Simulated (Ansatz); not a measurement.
# Σ11 (332) boundary in bcc Ta, starting shift (0.5, 0.5): structure and resistance

Aim: the relaxed structure and the specific resistance of the Σ11 (332) boundary in bcc Ta, starting shift (0.5, 0.5).

Main program and level: Ansatz 0.2.0; Ansatz plane-wave DFT, PBE, PAW files; relaxation of a bicrystal slab with its lowest layers held; PAW set soft_1, in the first sound run; inputs show where later runs differ.

## 1. The starting structure

The cell holds 27 atoms: 27 Ta. Its edges and angles: a = 4.671 Å, b = 5.477 Å, c = 30.061 Å, α = 90.0°, β = 90.0°, γ = 90.0°. It derives from Ta. built on the (3 3 2) plane; 2 overlapping atoms removed and the grains opened by 0.05 Å. Vacuum lies along c.

## 2. Relaxing the bicrystal

The boundary is built by mirroring the lower grain in the boundary plane and removing any atoms that overlap. A thin bicrystal slab is relaxed first, with the lowest layers held and the upper grain free to shift and open.

input.yaml

```yaml
crystal:
  lattice:
    - [4.6705251426, 0.0, 0.0]
    - [0.0, 5.4766761838, 0.0]
    - [0.0, 0.0, 30.0609202606]
  atoms:
    - { symbol: Ta, position: [0.0, 0.2727272727, 0.1663289067] }
    - { symbol: Ta, position: [0.5, 1.0, 0.1897516147] }
    - { symbol: Ta, position: [0.0, 0.7272727272, 0.2131743227] }
    - { symbol: Ta, position: [0.5, 0.4545454545, 0.2365970307] }
    - { symbol: Ta, position: [0.0, 0.1818181818, 0.2600197387] }
    - { symbol: Ta, position: [0.5, 0.9090909091, 0.2834424467] }
    - { symbol: Ta, position: [0.0, 0.6363636363, 0.3068651547] }
    - { symbol: Ta, position: [0.5, 0.3636363636, 0.3302878627] }
    - { symbol: Ta, position: [0.0, 0.0909090909, 0.3537105707] }
    - { symbol: Ta, position: [0.5, 0.8181818182, 0.3771332788] }
    - { symbol: Ta, position: [0.0, 0.5454545454, 0.4005559868] }
    - { symbol: Ta, position: [0.5, 0.2727272727, 0.4239786948] }
    - { symbol: Ta, position: [0.0, 0.0, 0.4474014028] }
    - { symbol: Ta, position: [0.5, 0.0454545454, 0.4959101079] }
    - { symbol: Ta, position: [0.0, 0.3181818182, 0.5193328159] }
    - { symbol: Ta, position: [0.5, 0.5909090909, 0.5427555239] }
    - { symbol: Ta, position: [0.0, 0.8636363636, 0.5661782319] }
    - { symbol: Ta, position: [0.5, 0.1363636363, 0.5896009399] }
    - { symbol: Ta, position: [0.0, 0.4090909091, 0.6130236479] }
    - { symbol: Ta, position: [0.5, 0.6818181818, 0.6364463559] }
    - { symbol: Ta, position: [0.0, 0.9545454545, 0.6598690639] }
    - { symbol: Ta, position: [0.5, 0.2272727272, 0.683291772] }
    - { symbol: Ta, position: [0.0, 0.5, 0.70671448] }
    - { symbol: Ta, position: [0.5, 0.7727272727, 0.730137188] }
    - { symbol: Ta, position: [0.0, 0.0454545454, 0.753559896] }
    - { symbol: Ta, position: [0.5, 0.3181818181, 0.776982604] }
    - { symbol: Ta, position: [0.0, 0.5909090909, 0.800405312] }
kpoints:
  mp_grid: { grid: [5, 5, 1] }
hamiltonian:
  xc: pbe
  pseudopotentials: { kind: paw, azcp: { folder: soft_1 } }
scf:
  occupations: { method: fermi_dirac, width: 0.1 }
relax:
  f_tol: 0.03
  max_steps: 80
  constraints: [{ sites: [0, 1, 2, 3, 4] }]
```

Command:

```console
> ansatz run input.yaml --threads 4 --pin off --max-ram 15360MiB --backend cpu --events-out ev --progress --plain --runs-dir out
```

Numbers of over 12 decimals in the logs are rounded to 6 here.

The log of the run:

```text
Engine: ansatz 0.2.0, aarch64-unknown-linux-gnu
Pseudopotentials: kind: paw
Pseudopotential: Ta, paw, valence charge 13, recommended cutoff 420 eV (normal), soft_1/Ta.paw.azcp
Functional definition: PBE
  parameter kappa = 0.804
  parameter beta = 0.066725
  exchange = pbe_x(kappa = kappa, mu = beta*pi^2/3)
  correlation = pbe_c(beta = beta)
Crystal: 27 atoms, lattice volume = 768.927 Å³
Basis set: ecut = 420 eV, 14981 PW (Γ), exchange–correlation on 64×80×432 points (8 copies of the dense FFT grid, shifted against one another)
Bands: 211, of which v1, the nominal top of the filled ones, is band 176 counted from 1 (175 counted from 0)
Symmetry: 2 space group operations
Space group: Pm (ITA 6), of the structure as read, at distance tolerance 9.2e-5 Å
k-points: 9 of 25 (time reversal used)
Non-local potential: Ta, projectors of the file, l = 0: 3, l = 1: 2, l = 2: 2, l = 3: 1
PAW form: soft (Blöchl's): semilocal exchange-correlation on the pseudo side does not see the compensation charge
PAW one-centre angular grid: Ta, 590 points (default); XC on 64 Gauss nodes
Initial density: superposition of atomic densities (neutral atoms: chi_scale 0, normalization atom)
Initial wavefunctions: pseudopotential atomic-orbital guess
Functional: x = pbe(κ = 0.804, μ = 0.219515), c = pbe(β = 0.066725)
SCF iter   1: F=—  HF=-268200.864007 eV  |F-HF|=—  |Δ(HF+E_count)|=         —  Δρ=5.09e-2  dr2=3.71e2  ethr=3.10e-3  ⟨swp⟩=10.4  Hψ=9358  notcnv=0
preconditioner: auto → LDOS  [metal: Δε(μ)=0.008 eV  Ē_g=4.189 eV  σ=0.100 eV  W_gap=0.02  n_scr=176 (ndim 8)  ℏωp=15.6 eV  f_vac=0.277  D(μ)=25.17/eV (n_scr^D=184)  β→1.0]
SCF iter   2: F=—  HF=-268193.460050 eV  |F-HF|=—  |Δ(HF+E_count)|=    7.40e0  Δρ=4.70e-2  dr2=3.65e2  ethr=3.10e-3  ⟨swp⟩=14.0  Hψ=10116  notcnv=0  defer=25
SCF iter   3: F=—  HF=-268185.128365 eV  |F-HF|=—  |Δ(HF+E_count)|=    8.33e0  Δρ=1.22e-2  dr2=1.66e1  ethr=3.10e-3  ⟨swp⟩=14.0  Hψ=9048  notcnv=0  defer=5
SCF iter   4: F=—  HF=-268184.460510 eV  |F-HF|=—  |Δ(HF+E_count)|=   6.68e-1  Δρ=4.01e-3  dr2=8.56e-1  ethr=3.10e-3  ⟨swp⟩=3.6  Hψ=2546  notcnv=0  defer=7
SCF iter   5: F=—  HF=-268184.400234 eV  |F-HF|=—  |Δ(HF+E_count)|=   6.03e-2  Δρ=1.81e-3  dr2=3.34e-1  ethr=2.44e-4  ⟨swp⟩=5.2  Hψ=3022  notcnv=0  defer=12
SCF iter   6: F=—  HF=-268184.394535 eV  |F-HF|=—  |Δ(HF+E_count)|=   5.70e-3  Δρ=6.17e-4  dr2=3.20e-2  ethr=9.51e-5  ⟨swp⟩=2.2  Hψ=2366  notcnv=0  defer=5
SCF iter   7: F=—  HF=-268184.393580 eV  |F-HF|=—  |Δ(HF+E_count)|=   9.55e-4  Δρ=1.21e-4  dr2=3.86e-4  ethr=9.11e-6  ⟨swp⟩=1.9  Hψ=2415  notcnv=0  defer=4
SCF iter   8: F=—  HF=-268184.394421 eV  |F-HF|=—  |Δ(HF+E_count)|=   8.41e-4  Δρ=4.91e-5  dr2=5.97e-5  ethr=1.10e-7  ⟨swp⟩=2.4  Hψ=3365  notcnv=0  defer=4
SCF iter   9: F=-268184.394416 eV  HF=-268184.394421 eV  |F-HF|=5.06e-6  |Δ(HF+E_count)|=   4.71e-7  Δρ=1.67e-5  dr2=9.22e-6  ethr=6.41e-9  ⟨swp⟩=5.2  Hψ=6930  notcnv=0
SCF 1 converged in 9 iterations: F = -268184.394416 eV  dr2 = 9.22e-6
  greatest PAW one-centre occupation: 0.999 electrons in one spin orbital (limit 2), on the Ta atom at site 20 (counted from 0), in its partial waves of l = 0
relax step   1: F+E_penalty+E_count = -268184.39441611 eV  Δ(F+E_penalty+E_count) = +0.000e0 eV  max|allowed force component| = 2.173e0 eV/Å  Δτ_max = 0.0000 Å  (9 SCF iters, dr2 threshold 2.25e-5 eV, accepted)
Initial density: handed on by an earlier stage of this run
Initial wavefunctions: those handed on with the density
iter 1 solved again at ethr=1.90e-3 eV; its pass at ethr=3.10e-3 eV (dr2=6.67e0 eV) is discarded
SCF iter   1: F=—  HF=-268185.621970 eV  |F-HF|=—  |Δ(HF+E_count)|=         —  Δρ=1.15e-2  dr2=7.09e0  ethr=1.90e-3  ⟨swp⟩=1.8  Hψ=6660  notcnv=0  defer=2
preconditioner: auto → LDOS  [metal: Δε(μ)=0.018 eV  Ē_g=3.640 eV  σ=0.100 eV  W_gap=0.04  n_scr=176 (ndim 8)  ℏωp=15.6 eV  f_vac=0.286  D(μ)=34.28/eV (n_scr^D=294)  β→1.0]
SCF iter   2: F=—  HF=-268185.286360 eV  |F-HF|=—  |Δ(HF+E_count)|=   3.36e-1  Δρ=5.08e-3  dr2=6.44e-1  ethr=1.90e-3  ⟨swp⟩=3.4  Hψ=2706  notcnv=0  defer=3
SCF iter   3: F=—  HF=-268185.229855 eV  |F-HF|=—  |Δ(HF+E_count)|=   5.65e-2  Δρ=1.77e-3  dr2=7.94e-2  ethr=1.83e-4  ⟨swp⟩=2.0  Hψ=3635  notcnv=0  defer=3
SCF iter   4: F=—  HF=-268185.217455 eV  |F-HF|=—  |Δ(HF+E_count)|=   1.24e-2  Δρ=4.08e-4  dr2=3.65e-3  ethr=2.26e-5  ⟨swp⟩=2.3  Hψ=3302  notcnv=0  defer=4
SCF iter   5: F=—  HF=-268185.217545 eV  |F-HF|=—  |Δ(HF+E_count)|=   9.02e-5  Δρ=1.29e-4  dr2=2.97e-4  ethr=1.04e-6  ⟨swp⟩=2.2  Hψ=2643  notcnv=0  defer=4
SCF iter   6: F=-268185.217555 eV  HF=-268185.217573 eV  |F-HF|=1.72e-5  |Δ(HF+E_count)|=   2.77e-5  Δρ=3.99e-5  dr2=4.18e-5  ethr=2.85e-8  ⟨swp⟩=2.9  Hψ=7422  notcnv=0
SCF 2 converged in 6 iterations: F = -268185.217555 eV  dr2 = 4.18e-5
  greatest PAW one-centre occupation: 0.999 electrons in one spin orbital (limit 2), on the Ta atom at site 13 (counted from 0), in its partial waves of l = 0
relax step   2: F+E_penalty+E_count = -268185.21755542 eV  Δ(F+E_penalty+E_count) = -8.231e-1 eV  max|allowed force component| = 7.403e-1 eV/Å  Δτ_max = 0.1949 Å  (6 SCF iters, dr2 threshold 1.00e-4 eV, accepted)
SCF iter   1: F=—  HF=-268185.736580 eV  |F-HF|=—  |Δ(HF+E_count)|=         —  Δρ=1.11e-2  dr2=1.44e1  ethr=3.10e-3  ⟨swp⟩=7.0  Hψ=4214  notcnv=0  defer=4
preconditioner: auto → LDOS  [metal: Δε(μ)=0.029 eV  Ē_g=3.661 eV  σ=0.100 eV  W_gap=0.07  n_scr=176 (ndim 8)  ℏωp=15.6 eV  f_vac=0.290  D(μ)=34.57/eV (n_scr^D=298)  β→1.0]
SCF iter   2: F=—  HF=-268185.491388 eV  |F-HF|=—  |Δ(HF+E_count)|=   2.45e-1  Δρ=3.31e-3  dr2=3.54e-1  ethr=3.10e-3  ⟨swp⟩=2.0  Hψ=2281  notcnv=0  defer=2
SCF iter   3: F=—  HF=-268185.478934 eV  |F-HF|=—  |Δ(HF+E_count)|=   1.25e-2  Δρ=1.72e-3  dr2=7.90e-2  ethr=1.01e-4  ⟨swp⟩=2.3  Hψ=3504  notcnv=0  defer=2
SCF iter   4: F=—  HF=-268185.467177 eV  |F-HF|=—  |Δ(HF+E_count)|=   1.18e-2  Δρ=5.09e-4  dr2=3.69e-3  ethr=2.25e-5  ⟨swp⟩=2.0  Hψ=2571  notcnv=0  defer=2
SCF iter   5: F=—  HF=-268185.467482 eV  |F-HF|=—  |Δ(HF+E_count)|=   3.06e-4  Δρ=1.93e-4  dr2=1.13e-3  ethr=1.05e-6  ⟨swp⟩=2.0  Hψ=3534  notcnv=0  defer=2
SCF iter   6: F=—  HF=-268185.467310 eV  |F-HF|=—  |Δ(HF+E_count)|=   1.73e-4  Δρ=5.03e-5  dr2=9.10e-5  ethr=3.21e-7  ⟨swp⟩=2.0  Hψ=2590  notcnv=0  defer=2
SCF iter   7: F=-268185.467296 eV  HF=-268185.467307 eV  |F-HF|=1.10e-5  |Δ(HF+E_count)|=   3.04e-6  Δρ=2.78e-5  dr2=1.53e-5  ethr=9.76e-9  ⟨swp⟩=5.0  Hψ=6856  notcnv=0
SCF 3 converged in 7 iterations: F = -268185.467296 eV  dr2 = 1.53e-5
[...]
relax step   8: F+E_penalty+E_count = -268185.72350988 eV  Δ(F+E_penalty+E_count) = -3.893e-3 eV  max|allowed force component| = 7.318e-2 eV/Å  Δτ_max = 0.0388 Å  (7 SCF iters, accepted)
relax step   9: F+E_penalty+E_count = -268185.72766435 eV  Δ(F+E_penalty+E_count) = -4.154e-3 eV  max|allowed force component| = 1.016e-1 eV/Å  Δτ_max = 0.0469 Å  (6 SCF iters, dr2 threshold 3.09e-6 eV, accepted)
relax step  10: F+E_penalty+E_count = -268185.74201557 eV  Δ(F+E_penalty+E_count) = -1.435e-2 eV  max|allowed force component| = 2.118e-1 eV/Å  Δτ_max = 0.0701 Å  (6 SCF iters, dr2 threshold 1.03e-5 eV, accepted)
relax step  11: F+E_penalty+E_count = -268185.80809183 eV  Δ(F+E_penalty+E_count) = -6.608e-2 eV  max|allowed force component| = 4.693e-1 eV/Å  Δτ_max = 0.1843 Å  (6 SCF iters, dr2 threshold 4.49e-5 eV, accepted)
relax step  12: F+E_penalty+E_count = -268185.85427875 eV  Δ(F+E_penalty+E_count) = -4.619e-2 eV  max|allowed force component| = 4.421e-1 eV/Å  Δτ_max = 0.1941 Å  (6 SCF iters, dr2 threshold 1.00e-4 eV, accepted)
relax step  13: F+E_penalty+E_count = -268185.87143657 eV  Δ(F+E_penalty+E_count) = -1.716e-2 eV  max|allowed force component| = 4.144e-1 eV/Å  Δτ_max = 0.1500 Å  (6 SCF iters, dr2 threshold 1.00e-4 eV, accepted)
relax step  14: F+E_penalty+E_count = -268185.88435015 eV  Δ(F+E_penalty+E_count) = -1.291e-2 eV  max|allowed force component| = 4.698e-1 eV/Å  Δτ_max = 0.1934 Å  (5 SCF iters, dr2 threshold 1.00e-4 eV, accepted)
relax step  15: F+E_penalty+E_count = -268185.91622768 eV  Δ(F+E_penalty+E_count) = -3.188e-2 eV  max|allowed force component| = 2.423e-1 eV/Å  Δτ_max = 0.1149 Å  (5 SCF iters, dr2 threshold 1.00e-4 eV, accepted)
relax step  16: F+E_penalty+E_count = -268185.92052022 eV  Δ(F+E_penalty+E_count) = -4.293e-3 eV  max|allowed force component| = 4.067e-1 eV/Å  Δτ_max = 0.1683 Å  (6 SCF iters, dr2 threshold 1.56e-5 eV, accepted)
relax step  17: F+E_penalty+E_count = -268185.94936744 eV  Δ(F+E_penalty+E_count) = -2.885e-2 eV  max|allowed force component| = 6.869e-2 eV/Å  Δτ_max = 0.0781 Å  (5 SCF iters, dr2 threshold 4.40e-5 eV, accepted)
SCF iter   1: F=—  HF=-268185.951324 eV  |F-HF|=—  |Δ(HF+E_count)|=         —  Δρ=1.02e-3  dr2=3.10e-2  ethr=1.08e-4  ⟨swp⟩=2.1  Hψ=3183  notcnv=0  defer=4
preconditioner: auto → LDOS  [metal: Δε(μ)=0.025 eV  Ē_g=3.703 eV  σ=0.100 eV  W_gap=0.06  n_scr=176 (ndim 8)  ℏωp=15.6 eV  f_vac=0.301  D(μ)=34.52/eV (n_scr^D=298)  β→1.0]
SCF iter   2: F=—  HF=-268185.950214 eV  |F-HF|=—  |Δ(HF+E_count)|=   1.11e-3  Δρ=3.06e-4  dr2=2.04e-3  ethr=8.82e-6  ⟨swp⟩=1.2  Hψ=2195  notcnv=0  defer=3
SCF iter   3: F=—  HF=-268185.950103 eV  |F-HF|=—  |Δ(HF+E_count)|=   1.10e-4  Δρ=1.52e-4  dr2=3.85e-4  ethr=5.81e-7  ⟨swp⟩=2.0  Hψ=3261  notcnv=0  defer=3
SCF iter   4: F=—  HF=-268185.950011 eV  |F-HF|=—  |Δ(HF+E_count)|=   9.24e-5  Δρ=2.60e-5  dr2=7.51e-6  ethr=1.10e-7  ⟨swp⟩=2.0  Hψ=3250  notcnv=0  defer=3
SCF iter   5: F=—  HF=-268185.950796 eV  |F-HF|=—  |Δ(HF+E_count)|=   7.85e-4  Δρ=9.16e-6  dr2=1.04e-6  ethr=2.14e-9  ⟨swp⟩=3.0  Hψ=3819  notcnv=0  defer=3
SCF iter   6: F=—  HF=-268185.950796 eV  |F-HF|=—  |Δ(HF+E_count)|=   1.69e-7  Δρ=3.59e-6  dr2=1.52e-7  ethr=2.95e-10  ⟨swp⟩=2.1  Hψ=2644  notcnv=0  defer=3
SCF iter   7: F=-268185.950796 eV  HF=-268185.950796 eV  |F-HF|=1.02e-8  |Δ(HF+E_count)|=   1.37e-7  Δρ=1.33e-6  dr2=2.97e-8  ethr=2.85e-11  ⟨swp⟩=5.0  Hψ=6893  notcnv=0
SCF 18 converged in 7 iterations: F = -268185.950796 eV  dr2 = 2.97e-8
relax step  18: F+E_penalty+E_count = -268185.95079634 eV  Δ(F+E_penalty+E_count) = -1.429e-3 eV  max|allowed force component| = 2.743e-2 eV/Å  Δτ_max = 0.0208 Å  (7 SCF iters, accepted)
SCF converged after 7 iterations
Free energy (F): -268185.950796 eV
Harris-Foulkes:  -268185.950796 eV  (|F-HF|=1.02e-8)
Internal energy: -268184.823699 eV  (E = F + TS)
E sigma→0 (E₀):  -268185.387248 eV
Entropy (-TS):   -1.127098 eV (-41.744 meV/atom)
Fermi energy:    10.492222 eV
--- Per-component energies (eV) ---
  E_band       = -5706.669272
  E_kinetic    = 10604.662729
  E_local      = -286307.066780  (includes V_loc(G=0)·N_el)
  E_nonlocal   = -296.419899
  E_hartree    = 139679.984140
  E_xc         = -8658.511678
  E_vxc        = -6287.773676  (∫ρ·V_xc dr)
  E_paw        = -224223.402905  (= ΣΔE_a)
  E_vpaw       = -2780.008008  (= ΣTr[D̂ρ^β])
  E_aug_tail   = 0.002526  (compensation charges beyond the density's cutoff)
  E_ewald      = 101015.928168
  E_smearing   = -1.127098  (= −TS)
  E_closure    = -0.000000  (closes the sum)
  Σ components = -268185.950796   (vs F -268185.950796, Δ=0.00e0)
--- Forces (eV/Å), atoms counted from 1 ---
  atom   1  Ta     0.00000000    -0.18875897     1.91988977
  atom   2  Ta     0.00000000    -0.06568985     0.38059930
  atom   3  Ta     0.00000000     0.61027710    -0.33337968
  atom   4  Ta     0.00000000    -0.53688235    -1.05029803
  atom   5  Ta     0.00000000     0.18947738    -0.90689977
  atom   6  Ta     0.00000000     0.00152155     0.00567190
  atom   7  Ta     0.00000000     0.00616893    -0.00308986
  atom   8  Ta     0.00000000     0.00656523     0.01557748
  atom   9  Ta     0.00000000    -0.00020429    -0.01582394
  atom  10  Ta     0.00000000    -0.01087326     0.00855312
  atom  11  Ta     0.00000000     0.01089682    -0.01787074
  atom  12  Ta     0.00000000    -0.02378742     0.02742542
  atom  13  Ta     0.00000000    -0.01102996    -0.01661675
  atom  14  Ta     0.00000000     0.00640666     0.00436412
  atom  15  Ta     0.00000000     0.00229988    -0.00823101
  atom  16  Ta     0.00000000     0.00926011     0.00637223
  atom  17  Ta     0.00000000     0.00484213    -0.00584639
  atom  18  Ta     0.00000000     0.00535192    -0.01293619
  atom  19  Ta     0.00000000    -0.00186166     0.00548886
  atom  20  Ta     0.00000000     0.00066887    -0.01352267
  atom  21  Ta     0.00000000    -0.00121373     0.00818281
  atom  22  Ta     0.00000000    -0.00897047    -0.01269785
  atom  23  Ta     0.00000000    -0.00696152     0.00606320
  atom  24  Ta     0.00000000    -0.00979458    -0.00412654
  atom  25  Ta     0.00000000    -0.00419366     0.00440222
  atom  26  Ta     0.00000000     0.00729968    -0.00659075
  atom  27  Ta     0.00000000     0.00918843     0.01533348
  max |Σ_I F_I| component: 6.26e-6 eV/Å
--- Relaxed structure (18 steps of the walk, 18 accepted, 0 SCFs on fresh bases) ---
  F+E_penalty+E_count = -268185.95079634 eV   max|allowed force component| = 2.743e-2 eV/Å
  atoms:
    - { symbol: Ta, position: [0.0, 0.2727272727, 0.166329] }
    - { symbol: Ta, position: [0.5, 1.0, 0.1897516147] }
    - { symbol: Ta, position: [0.0, 0.7272727272, 0.213174] }
    - { symbol: Ta, position: [0.5, 0.4545454545, 0.236597] }
    - { symbol: Ta, position: [0.0, 0.1818181818, 0.2600197387] }
    - { symbol: Ta, position: [0.5, 0.911379, 0.282907] }
    - { symbol: Ta, position: [0.0, 0.635020, 0.304637] }
    - { symbol: Ta, position: [0.5, 0.365813, 0.331922] }
    - { symbol: Ta, position: [0.0, 0.072168, 0.351955] }
    - { symbol: Ta, position: [0.5, 0.850403, 0.385423] }
    - { symbol: Ta, position: [0.0, 0.508043, 0.393682] }
    - { symbol: Ta, position: [0.5, 0.408234, 0.435565] }
    - { symbol: Ta, position: [0.0, -0.094825, 0.446560] }
    - { symbol: Ta, position: [0.5, 0.00828392, 0.487759] }
    - { symbol: Ta, position: [0.0, 0.350663, 0.496115] }
    - { symbol: Ta, position: [0.5, 0.573606, 0.529964] }
    - { symbol: Ta, position: [0.0, 0.867503, 0.550243] }
    - { symbol: Ta, position: [0.5, 0.136503, 0.576690] }
    - { symbol: Ta, position: [0.0, 0.410094, 0.598188] }
    - { symbol: Ta, position: [0.5, 0.683684, 0.623220] }
    - { symbol: Ta, position: [0.0, 0.955052, 0.645655] }
    - { symbol: Ta, position: [0.5, 0.227397, 0.669490] }
    - { symbol: Ta, position: [0.0, 0.502024, 0.690964] }
    - { symbol: Ta, position: [0.5, 0.767239, 0.720639] }
    - { symbol: Ta, position: [0.0, 0.060502, 0.739093] }
    - { symbol: Ta, position: [0.5, 0.303160, 0.761279] }
    - { symbol: Ta, position: [0.0, 0.585083, 0.777192] }
```

Run time: 11 min. Hardware: 4 threads of Arm Neoverse V2, shared host; peak memory 3.3 GiB.

Relaxation path:

| step | energy less that of the first step (eV) | largest force component (eV/Å) |
| --- | --- | --- |
| 1 | 0.0000 | 2.1735 |
| 2 | -0.8231 | 0.7403 |
| 3 | -1.0729 | 0.3903 |
| 4 | -1.2273 | 0.2473 |
| 5 | -1.3066 | 0.2086 |
| 6 | -1.3207 | 0.0874 |
| 7 | -1.3252 | 0.0664 |
| 8 | -1.3291 | 0.0732 |
| 9 | -1.3332 | 0.1016 |
| 10 | -1.3476 | 0.2118 |
| 11 | -1.4137 | 0.4693 |
| 12 | -1.4599 | 0.4421 |
| 13 | -1.4770 | 0.4144 |
| 14 | -1.4899 | 0.4698 |
| 15 | -1.5218 | 0.2423 |
| 16 | -1.5261 | 0.4067 |
| 17 | -1.5550 | 0.0687 |
| 18 | -1.5564 | 0.0274 |

Forces are held to the 2 operations that the run works with; a distortion that breaks them can't arise in this run.

The atoms that moved most (Å):

| atom | dx | dy | dz | length |
| --- | --- | --- | --- | --- |
| Ta12 | 0.000 | 0.742 | 0.348 | 0.820 |
| Ta15 | 0.000 | 0.178 | -0.698 | 0.720 |
| Ta27 | 0.000 | -0.032 | -0.698 | 0.699 |
| Ta13 | 0.000 | -0.519 | -0.025 | 0.520 |
| Ta17 | 0.000 | 0.021 | -0.479 | 0.480 |
| Ta26 | 0.000 | -0.082 | -0.472 | 0.479 |
| Ta23 | 0.000 | 0.011 | -0.473 | 0.474 |
| Ta19 | 0.000 | 0.005 | -0.446 | 0.446 |

Numbers from this step:

- free energy: -268185.9508 eV
- energy at zero smearing: -268185.3872 eV
- Fermi energy: 10.49 eV

The largest force component on a free atom ends at 0.027 eV/Å, under the tolerance of 0.03, after 18 steps.

[end of part 1 of 3]

[Logs are printed without paths, hosts, clocks, repeated set-up lines and the standing remarks that a program may print on its own settings, such as how far it seeks lower states.]

[Hosts, paths, dates, database ids (printed as entryN), source tags and the programs' standing remarks are cut or masked in the printed files.]
